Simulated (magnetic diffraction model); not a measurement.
# PrCuSn2Ge: the ordered moment from one line

Space group Cmmm (no. 65), a = 4.4600 Å, b = 22.9980 Å, c = 4.4210 Å.

```
site  atom    x       y    z
  4j    Pr  1/2  0.1707  1/2
  4i    Sn    0  0.2147    0
  4i    Sn    0  0.4464    0
  4j    Ge    0  0.0550  1/2
  4i    Cu  1/2  0.3928    0
```

The compound is invented for this exercise: a known structure type with other elements, its cell scaled to their sizes and not relaxed.

Only Pr is taken to order (form factors of Pr3+); orders and moment sizes are assumed, and not adapted to the symmetry. Radiation: neutrons of λ = 1.8 Å, 3° to 45°; isotropic B of 0.45 Å² (Pr), 0.48 Å² (Sn), 0.56 Å² (Ge) and 0.69 Å² (Cu). The intensities are simulated: I ∝ L Σ (|F_N|² + |F_M⊥|²) for unpolarised neutrons, with F_M = 2.695 fm/μB × Σ f(s) S exp(2πi Q·r) exp(−B s²) at Q = H ± k (one set where k and −k are equivalent), only the part normal to Q counting and L = 1/(sin²θ cos θ). For collinear order S is the moment m, which repeats by lattice and centring translations R with the sign exp(−2πi k·R). Form factors are spin-only for 3d ions and dipole or tabulated for f ions, scattering lengths are Sears's of 1992, and absorption is left out. A label names one of the reflections at its angle. The strongest nuclear line in the range is 100, and lines under 0.2 are left out.

In a first state the assumed order is k = (1/2 1/2 0), collinear moments along [010], 1.7 μB on Pr; signs + at (1/2, 0.1707, 1/2), + at (0, 0.3293, 1/2), with this pattern:

| 2θ (°) | index | nuclear | magnetic |
| --- | --- | --- | --- |
| 8.98 | (0 2 0) | 23.6 | 0.0 |
| 11.80 | (1/2 1/2 0) | 0.0 | 8.8 |
| 16.16 | (1/2 5/2 0) | 0.0 | 2.7 |
| 18.01 | (0 4 0) | 1.0 | 0.0 |
| 19.59 | (1/2 -7/2 0) | 0.0 | 1.0 |
| 23.49 | (0 0 1) | 8.4 | 0.0 |
| 23.72 | (1 1 0) | 14.9 | 0.0 |
| 25.20 | (0 2 1) | 2.2 | 0.0 |
| 26.36 | (1/2 1/2 1) | 0.0 | 3.4 |
| 27.00 | (1 3 0) | 0.7 | 0.0 |
| 27.16 | (0 6 0) | 8.2 | 0.0 |
| 27.50 | (1/2 -11/2 0) | 0.0 | 0.3 |
| 28.64 | (1/2 5/2 1) | 0.0 | 2.7 |
| 29.76 | (0 4 1) | 0.3 | 0.0 |
| 30.77 | (1/2 -7/2 1) | 0.0 | 1.6 |
| 32.65 | (1 5 0) | 4.5 | 0.0 |
(The table stops after 16 lines; 15 more lie at higher angle.)

**Question.** Nearer the ordering temperature the line at 11.80° has total intensity 6.3 on the same scale, and all moments have shrunk alike. How large is the Pr moment?

The nuclear part, 0.0, stays, so the magnetic part is 6.3 against 8.8. It goes as m², so m = 1.7 × √(6.3/8.8) = 1.44 μB; the value used was 1.44 μB.

[Logs are printed without paths, hosts, clocks, repeated set-up lines and the standing remarks that a program may print on its own settings, such as how far it seeks lower states.]
